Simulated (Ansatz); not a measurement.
**CaMoO4 (I4_1/a): the HSE06 gap against the k mesh of the hybrid**

Wanted: the cheapest k mesh of the hybrid that holds the HSE06 gap of CaMoO4 (I4_1/a).

Method: DFT, HSE06, plane waves, PAW, in Ansatz 0.2.0.

**1. The structure**

Symmetry: I4_1/a, No. 88, tetragonal system. The conventional cell has a = 5.224 Å, b = 5.224 Å, c = 11.428 Å, α = 90.00°, β = 90.00°, γ = 90.00°. Ca has 8 O at 2.44 to 2.47 Å nearest. Nearest to Mo lie 4 O at 1.77 Å. Nearest to O lie 1 Mo at 1.77 Å and 2 Ca at 2.44 to 2.47 Å. Farther neighbours and most contacts between anions are not listed.

The cell and positions come from the Crystallography Open Database and are kept as given unless a step says otherwise. The default PAW set here is soft_2. Its files were made with PBE.

**2. k mesh of the hybrid: 2×2×2**

The input, input.yaml:

```yaml
crystal:
  lattice:
    - [-2.6118, 2.6118, 5.71425]
    - [2.6118, -2.6118, 5.71425]
    - [2.6118, 2.6118, -5.71425]
  atoms:
    - { symbol: Ca, position: [0.75, 0.25, 0.5] }
    - { symbol: Ca, position: [0.0, 0.0, 0.0] }
    - { symbol: Mo, position: [0.25, 0.75, 0.5] }
    - { symbol: Mo, position: [0.5, 0.5, 0.0] }
    - { symbol: O, position: [0.57776, 0.98246, 0.89142] }
    - { symbol: O, position: [0.73246, 0.34104, 0.9047] }
    - { symbol: O, position: [0.09104, 0.68634, 0.10858] }
    - { symbol: O, position: [0.43634, 0.82776, 0.0953] }
    - { symbol: O, position: [0.17224, 0.26754, 0.60858] }
    - { symbol: O, position: [0.01754, 0.90896, 0.5953] }
    - { symbol: O, position: [0.65896, 0.56366, 0.39142] }
    - { symbol: O, position: [0.31366, 0.42224, 0.4047] }
kpoints:
  mp_grid: { grid: [2, 2, 2] }
  band_path:
    path:
      - [0.0, 0.0, 0.0]
      - [0.0, 0.0, 0.5]
      - [0.25, 0.25, 0.25]
      - [0.0, 0.5, 0.0]
      - [0.5, 0.5, -0.5]
      - [0.30222776, 0.69777224, -0.30222776]
      - [-0.30222776, 0.30222776, 0.30222776]
      - [-0.10445551, 0.10445551, 0.5]
    npoints: 1
hamiltonian:
  xc: hse06
scf:
  occupations: { method: fixed }
  n_extra_bands: 8
output:
  eigenvalues: true
```

On the command line:

```console
> ansatz run input.yaml --threads 24 --pin off --max-ram 82944MiB --backend cuda --events-out ev --progress --plain --runs-dir out --devices 1 --max-vram 78GiB
```

Numbers of over 12 decimals in the logs are rounded to 6 here.

The log of the run:

```text
scf.n_extra_bands = 8 over 48 filled bands (N_el = 96.0): the run solves 56 bands
exact exchange: scf.exx.singularity resolves to wigner_seitz, which cuts the screened interaction at the faces of the exchange supercell's Wigner-Seitz cell, so that each pair interacts once, at the shortest of its separations (the periodic images that this leaves out come, for a point-like exchange hole, to about 0.003 eV on a filled level). The cut falls within the interaction's reach, and what an exchange supercel [...]
GPUs: using 1 of 1 available (devices: 1).
Engine: ansatz 0.2.0, aarch64-unknown-linux-gnu
Pseudopotentials: kind: paw
Pseudopotential: Ca, paw, valence charge 10, recommended cutoff 420 eV (normal), Ca.paw.azcp
Pseudopotential: Mo, paw, valence charge 14, recommended cutoff 420 eV (normal), Mo.paw.azcp
Pseudopotential: O, paw, valence charge 6, recommended cutoff 420 eV (normal), O.paw.azcp
Functional definition: HSE06
  parameter a = 0.25
  parameter omega = 0.11/bohr
  exchange = pbe_x - a*pbe_x_sr(omega) + a*exact_x_sr(omega)
  correlation = pbe_c
davidson cushion auto → on  (no smearing: the cushion is to keep the highest requested band from converging to the state above it; pin scf.eigensolver.cushion to override)
[...]
Crystal: 12 atoms, lattice volume = 155.919 Å³
Basis set: ecut = 420 eV, 3067 PW (Γ)
Bands: 56, of which v1, the nominal top of the filled ones, is band 48 counted from 1 (47 counted from 0)
Symmetry: 8 space group operations
Space group: I41/a (ITA 88), of the structure as read, at distance tolerance 5.4e-5 Å
k-points: 4 of 8
Non-local potential: Ca, projectors of the file, l = 0: 3, l = 1: 2, l = 2: 2
Non-local potential: Mo, projectors of the file, l = 0: 3, l = 1: 2, l = 2: 2, l = 3: 1
Non-local potential: O, projectors of the file, l = 0: 2, l = 1: 2, l = 2: 1
PAW form: soft (Blöchl's): semilocal exchange-correlation on the pseudo side does not see the compensation charge
PAW frozen core: Ca, regenerated for the run's functional, and the local potential with it (the file was generated under x = pbe(κ = 0.804, μ = 0.219515), c = pbe(β = 0.066725))
PAW frozen core: Mo, regenerated for the run's functional, and the local potential with it (the file was generated under x = pbe(κ = 0.804, μ = 0.219515), c = pbe(β = 0.066725))
PAW frozen core: O, regenerated for the run's functional, and the local potential with it (the file was generated under x = pbe(κ = 0.804, μ = 0.219515), c = pbe(β = 0.066725))
PAW one-centre angular grid: Ca, 110 points (default); XC on 64 Gauss nodes
PAW one-centre angular grid: Mo, 590 points (default); XC on 64 Gauss nodes
PAW one-centre angular grid: O, 110 points (default); XC on 96 Gauss nodes
Initial density: superposition of atomic densities (neutral atoms: chi_scale 0, normalization atom), corrected by the library's trained network
Initial wavefunctions: pseudopotential atomic-orbital guess
[...]
Functional: x = pbe(κ = 0.804, μ = 0.219515), c = pbe(β = 0.066725), warm-up for x = pbe(κ = 0.804, μ = 0.219515) + 0.25 (exact − pbe) at short range (hse, ω = 0.207870 Å⁻¹), c = pbe(β = 0.066725); HSE06 as pw.x's `hse` composes it (authors' and Libxc's form: `xc: wpbeh`)
SCF iter   1: F=—  HF=-18096.067219 eV  |F-HF|=—  |Δ(HF+E_count)|=         —  Δρ=1.54e-3  dr2=1.55e-3  ethr=1.77e-3  ⟨swp⟩=8.0  Hψ=1155  notcnv=0
preconditioner: auto → none  [insulator: Δε(μ)=3.488 eV  Ē_g=12.740 eV  n_scr=36 (ndim 8)  ℏωp=25.9 eV  f_vac=0.040]
SCF iter   2: F=—  HF=-18096.071825 eV  |F-HF|=—  |Δ(HF+E_count)|=   4.61e-3  Δρ=1.21e-3  dr2=2.45e-3  ethr=1.61e-6  ⟨swp⟩=5.5  Hψ=887  notcnv=0  defer=1
SCF iter   3: F=-18096.071641 eV  HF=-18096.071822 eV  |F-HF|=1.81e-4  |Δ(HF+E_count)|=   3.70e-6  Δρ=6.50e-4  dr2=6.18e-4  ethr=1.61e-6  ⟨swp⟩=3.5  Hψ=613  notcnv=0  defer=1
SCF 1 stopped early in 3 iterations: F = -18096.071641 eV  dr2 = 6.18e-4
  greatest PAW one-centre occupation: 0.999 electrons in one spin orbital (limit 2), on the Mo atom at site 3 (counted from 0), in its partial waves of l = 0
[...]
Exchange kernel: α = 0.2500, screened, ω = 0.2079 Å⁻¹, Wigner–Seitz truncation, v(0) = 943.2707 eV·Å³, q-mesh 2×2×2, nearest image of the exchange supercell L = 10.45 Å, pair-density grid 32×32×32, without the augmentation charges, whose exchange is taken in its separable form by FFT convolution over the k-point mesh (sized by the pseudopotential files, 40×40×27 at the most), smooth part of the exact exchange by density-matrix convolution in up to 990.3 MiB of GPU memory as planned if the GPU has room (build and FFT work areas not counted)
Frozen-core exchange: fock
SCF iter   1: F=—  HF=-18099.272789 eV  |F-HF|=—  |Δ(HF+E_count)|=         —  Δρ=1.88e-2  dr2=9.99e-1  ethr=6.43e-6  ⟨swp⟩=7.0  Hψ=1138  notcnv=0
preconditioner: auto → none  [insulator: Δε(μ)=5.349 eV  Ē_g=15.134 eV  n_scr=36 (ndim 8)  ℏωp=25.9 eV  f_vac=0.041]
SCF iter   2: F=—  HF=-18099.307314 eV  |F-HF|=—  |Δ(HF+E_count)|=   3.45e-2  Δρ=2.38e-2  dr2=1.30e0  ethr=6.43e-6  ⟨swp⟩=6.5  Hψ=1065  notcnv=0
[...]
SCF iter   7: F=-18099.100774 eV  HF=-18099.100782 eV  |F-HF|=8.06e-6  |Δ(HF+E_count)|=   1.23e-4  Δρ=6.28e-5  dr2=1.99e-5  ethr=1.03e-7  ⟨swp⟩=4.0  Hψ=662  notcnv=0
SCF 2 stopped early in 7 iterations: F = -18099.100774 eV  dr2 = 1.99e-5
  greatest PAW one-centre occupation: 0.998 electrons in one spin orbital (limit 2), on the Mo atom at site 3 (counted from 0), in its partial waves of l = 0
hybrid outer 1: dexx = +5.907e-2 eV, tail = 1.40e-4 eV
[...]
Exchange kernel: α = 0.2500, screened, ω = 0.2079 Å⁻¹, Wigner–Seitz truncation, v(0) = 943.2707 eV·Å³, q-mesh 2×2×2, nearest image of the exchange supercell L = 10.45 Å, pair-density grid 32×32×32, without the augmentation charges, whose exchange is taken in its separable form by FFT convolution over the k-point mesh (sized by the pseudopotential files, 40×40×27 at the most), smooth part of the exact exchange by density-matrix convolution in up to 990.3 MiB of GPU memory as planned if the GPU has room (build and FFT work areas not counted)
Frozen-core exchange: fock
SCF iter   1: F=—  HF=-18099.100505 eV  |F-HF|=—  |Δ(HF+E_count)|=         —  Δρ=1.18e-4  dr2=3.00e-5  ethr=7.27e-7  ⟨swp⟩=3.5  Hψ=543  notcnv=0
[...]
iter 2 solved again at ethr=6.13e-10 eV; its pass at ethr=2.91e-8 eV (dr2=5.88e-7 eV) is discarded
SCF iter   2: F=—  HF=-18099.100500 eV  |F-HF|=—  |Δ(HF+E_count)|=   5.02e-6  Δρ=3.31e-5  dr2=8.28e-7  ethr=6.13e-10  ⟨swp⟩=4.0  Hψ=1196  notcnv=0
SCF iter   3: F=—  HF=-18099.100501 eV  |F-HF|=—  |Δ(HF+E_count)|=   1.47e-6  Δρ=1.22e-5  dr2=1.34e-7  ethr=6.07e-10  ⟨swp⟩=5.2  Hψ=721  notcnv=0
SCF iter   4: F=-18099.100501 eV  HF=-18099.100501 eV  |F-HF|=2.51e-9  |Δ(HF+E_count)|=   3.50e-8  Δρ=2.22e-6  dr2=7.32e-9  ethr=1.12e-10  ⟨swp⟩=3.0  Hψ=598  notcnv=0
SCF 3 converged in 4 iterations: F = -18099.100501 eV  dr2 = 7.32e-9
hybrid outer 2: dexx = +2.371e-6 eV, tail = 5.99e-8 eV, Δε = 3.54e-3 eV (about 8.54e-5 eV left of the loop's levels)
[...]
NSCF: frozen V_eff on 8 k-points
hybrid SCF converged: 2 outer / 11 inner (+3 warm-up), last move |dexx| = 2.37e-6 eV, tail = 5.99e-8 eV
Stability not checked: this state was not tested for a lower state beside it, because the functional holds exact exchange (a hybrid, or Hartree-Fock), whose exchange loop this test does not read (fock_operator; see scf.lower_state_search)
Free energy (F): -18099.100502 eV
Frozen-core exchange: fock
Harris-Foulkes:  -18099.100502 eV  (|F-HF|=2.51e-9)
Internal energy: -18099.100502 eV  (E = F + TS)
E sigma→0 (E₀):  -18099.100502 eV
Fermi energy:    5.885686 eV
--- Per-component energies (eV) ---
  E_band       = -941.237514
  E_kinetic    = 2839.882209
  E_local      = -6806.012945  (includes V_loc(G=0)·N_el)
  E_nonlocal   = 776.880255
  E_hartree    = 2345.679889
  E_xc         = -985.969398
  E_vxc        = -1232.685920  (∫ρ·V_xc dr)
  E_exx        = -294.847742  (= α·E_x^exact, valence–valence)
  E_paw        = -9334.126196  (= ΣΔE_a)
  E_vpaw       = -620.985054  (= ΣTr[D̂ρ^β])
  E_aug_tail   = 0.019641  (compensation charges beyond the density's cutoff)
  E_ewald      = -6639.209996
  E_core_change = -1.396219  (= ΣΔE_core)
  E_smearing   = -0.000000  (= −TS)
  E_closure    = 0.000000  (closes the sum)
  Σ components = -18099.100502   (vs F -18099.100502, Δ=-3.64e-12)
--- Band table (eV) ---
  k-point 0: bands = [... 44 lower, 5.1770, 5.5542, 5.8857, 5.8857, 10.8199, 11.2381, 11.5837, 11.6350, ... 4 higher]
  k-point 1: bands = [... 44 lower, 5.2805, 5.2805, 5.4231, 5.4231, 11.1406, 11.1406, 11.6663, 11.6663, ... 4 higher]
  k-point 2: bands = [... 44 lower, 5.2510, 5.3181, 5.5501, 5.6203, 11.1936, 11.3721, 11.4336, 11.6276, ... 4 higher]
  k-point 3: bands = [... 44 lower, 5.4395, 5.4395, 5.8147, 5.8147, 11.0543, 11.0543, 11.3123, 11.3123, ... 4 higher]
```

Run time: 5.3 s. Hardware: 1 × NVIDIA GB200 (shared by 2 runs) with 24 threads of Arm Neoverse V2, shared host; peak memory 1.4 GiB; 21 s of CPU time.

Reading the cycles: dr2 is the Hartree energy of the density residual (eV), the measure of convergence; HF is the Harris–Foulkes estimate of the energy, which meets the free energy F at convergence.

Numbers from this step:

```yaml
gap: 4.934 eV
valence_top_at: Γ
conduction_bottom_at: Γ
least_direct_gap: 4.934 eV
exact_exchange_fraction: 0.25
```

The gap is direct, at Γ.

**3. k mesh of the hybrid: 4×4×4**

input.yaml: that of step 2 with these lines changed.

```diff
@@ -19,3 +19,3 @@
 kpoints:
-  mp_grid: { grid: [2, 2, 2] }
+  mp_grid: { grid: [4, 4, 4] }
   band_path:
```

The log of the run:

```text
[...]
GPUs: using 1 of 1 available (devices: 1).
[...]
Crystal: 12 atoms, lattice volume = 155.919 Å³
Basis set: ecut = 420 eV, 3067 PW (Γ)
Bands: 56, of which v1, the nominal top of the filled ones, is band 48 counted from 1 (47 counted from 0)
[... 1 set-up line as in the run before ...]
[...]
k-points: 14 of 64
[...]
Fermi energy:    5.887839 eV
[...]
--- Band table (eV; the first three rows and the last of 14) ---
  k-point 0: bands = [... 44 lower, 5.1775, 5.5541, 5.8878, 5.8878, 10.8187, 11.2378, 11.5816, 11.6348, ... 4 higher]
  k-point 1: bands = [... 44 lower, 5.3394, 5.4136, 5.4266, 5.7042, 11.0287, 11.4167, 11.4378, 11.7353, ... 4 higher]
  k-point 2: bands = [... 44 lower, 5.2809, 5.2809, 5.4235, 5.4235, 11.1406, 11.1406, 11.6678, 11.6678, ... 4 higher]
  k-point 13: bands = [... 44 lower, 5.4398, 5.4398, 5.8173, 5.8173, 11.0532, 11.0532, 11.3107, 11.3107, ... 4 higher]
[key lines of the parts left out:]
Free energy (F): -18099.095823 eV
```

Run time: 9.5 s. Hardware: 1 × NVIDIA GB200 (shared by 2 runs) with 24 threads; peak memory 1.8 GiB.

Numbers from this step:

- gap: 4.931 eV
- valence top at: Γ
- conduction bottom at: Γ
- least direct gap: 4.931 eV

The gap is 4.931 eV, −0.003 eV from the run before at this level.

**4. k mesh of the hybrid: 6×6×6**

input.yaml: that of step 3 with these lines changed.

```diff
@@ -19,3 +19,3 @@
 kpoints:
-  mp_grid: { grid: [4, 4, 4] }
+  mp_grid: { grid: [6, 6, 6] }
   band_path:
```

The log of the run:

```text
[...]
GPUs: using 1 of 1 available (devices: 1).
[...]
concurrent solve slots: 18 of 24 are kept, ahead of what memory takes: no pass of the eigensolver takes more rounds on 18
[...]
Crystal: 12 atoms, lattice volume = 155.919 Å³
Basis set: ecut = 420 eV, 3067 PW (Γ)
Bands: 56, of which v1, the nominal top of the filled ones, is band 48 counted from 1 (47 counted from 0)
[... 1 set-up line as in the run before ...]
[...]
Fermi energy:    5.887833 eV
[...]
--- Band table (eV; the first three rows and the last of 36) ---
  k-point 0: bands = [... 44 lower, 5.1775, 5.5541, 5.8878, 5.8878, 10.8187, 11.2378, 11.5816, 11.6348, ... 4 higher]
  k-point 1: bands = [... 44 lower, 5.2860, 5.4923, 5.6208, 5.7964, 10.9408, 11.3237, 11.5427, 11.6828, ... 4 higher]
  k-point 2: bands = [... 44 lower, 5.0618, 5.3466, 5.4812, 5.5964, 11.0846, 11.3164, 11.5180, 11.7377, ... 4 higher]
  k-point 35: bands = [... 44 lower, 5.4398, 5.4398, 5.8173, 5.8173, 11.0532, 11.0532, 11.3107, 11.3107, ... 4 higher]
[key lines of the parts left out:]
Free energy (F): -18099.095742 eV
```

Wall time 23 s (1 × NVIDIA GB200 (shared by 2 runs) with 24 threads); peak memory 3.2 GiB.

Numbers from this step:

- gap: 4.931 eV
- valence top at: Γ
- conduction bottom at: Γ
- least direct gap: 4.931 eV

The gap is 4.931 eV, as in the run before at this level.

**5. The series**

Differences are against the last row; a negative gap means that bands overlap, and a run with a band path holds that path's time. Times are wall times on 1 × NVIDIA GB200 (shared by 2 runs) with 24 threads of Arm Neoverse V2, shared host, good to a factor of about two.

```
k mesh of the hybrid  gap (eV)  direct gap (eV)  gap error (eV)  energy error (meV/atom)  irreducible k   time
               2×2×2     4.934            4.934          +0.003                     −0.4              4  5.3 s
               4×4×4     4.931            4.931          +0.000                     +0.0             14  9.5 s
               6×6×6     4.931            4.931          +0.000                     +0.0             36   23 s
```

**6. What came out**

| Property | Result |
| --- | --- |
| 2×2×2 | 4.934 eV |
| 4×4×4 | 4.931 eV |
| 6×6×6 | 4.931 eV |

**Reading.** The gap holds to 0.02 eV from 2×2×2 on, the cheapest setting tried. At 2×2×2 the gap is off by +0.003 eV and the energy by +0 meV/atom. The gap is read over the mesh and added points near the edges, so meshes differ mainly through the density and, for a hybrid, the exchange operator.

[Paths, hosts, dates, memory and timing lines, banners, echoed tables and standing remarks are left out of the program output.]

[Logs are printed without paths, hosts, clocks, repeated set-up lines and the standing remarks that a program may print on its own settings, such as how far it seeks lower states.]

[Runs of the session that timed out or met a known fault of the program may be left out.]

[Cells called generated may have been cut or substituted from an entry of the Crystallography Open Database or the Materials Project.]

[Hosts, paths, dates, database ids (printed as entryN), source tags and the programs' standing remarks are cut or masked in the printed files.]
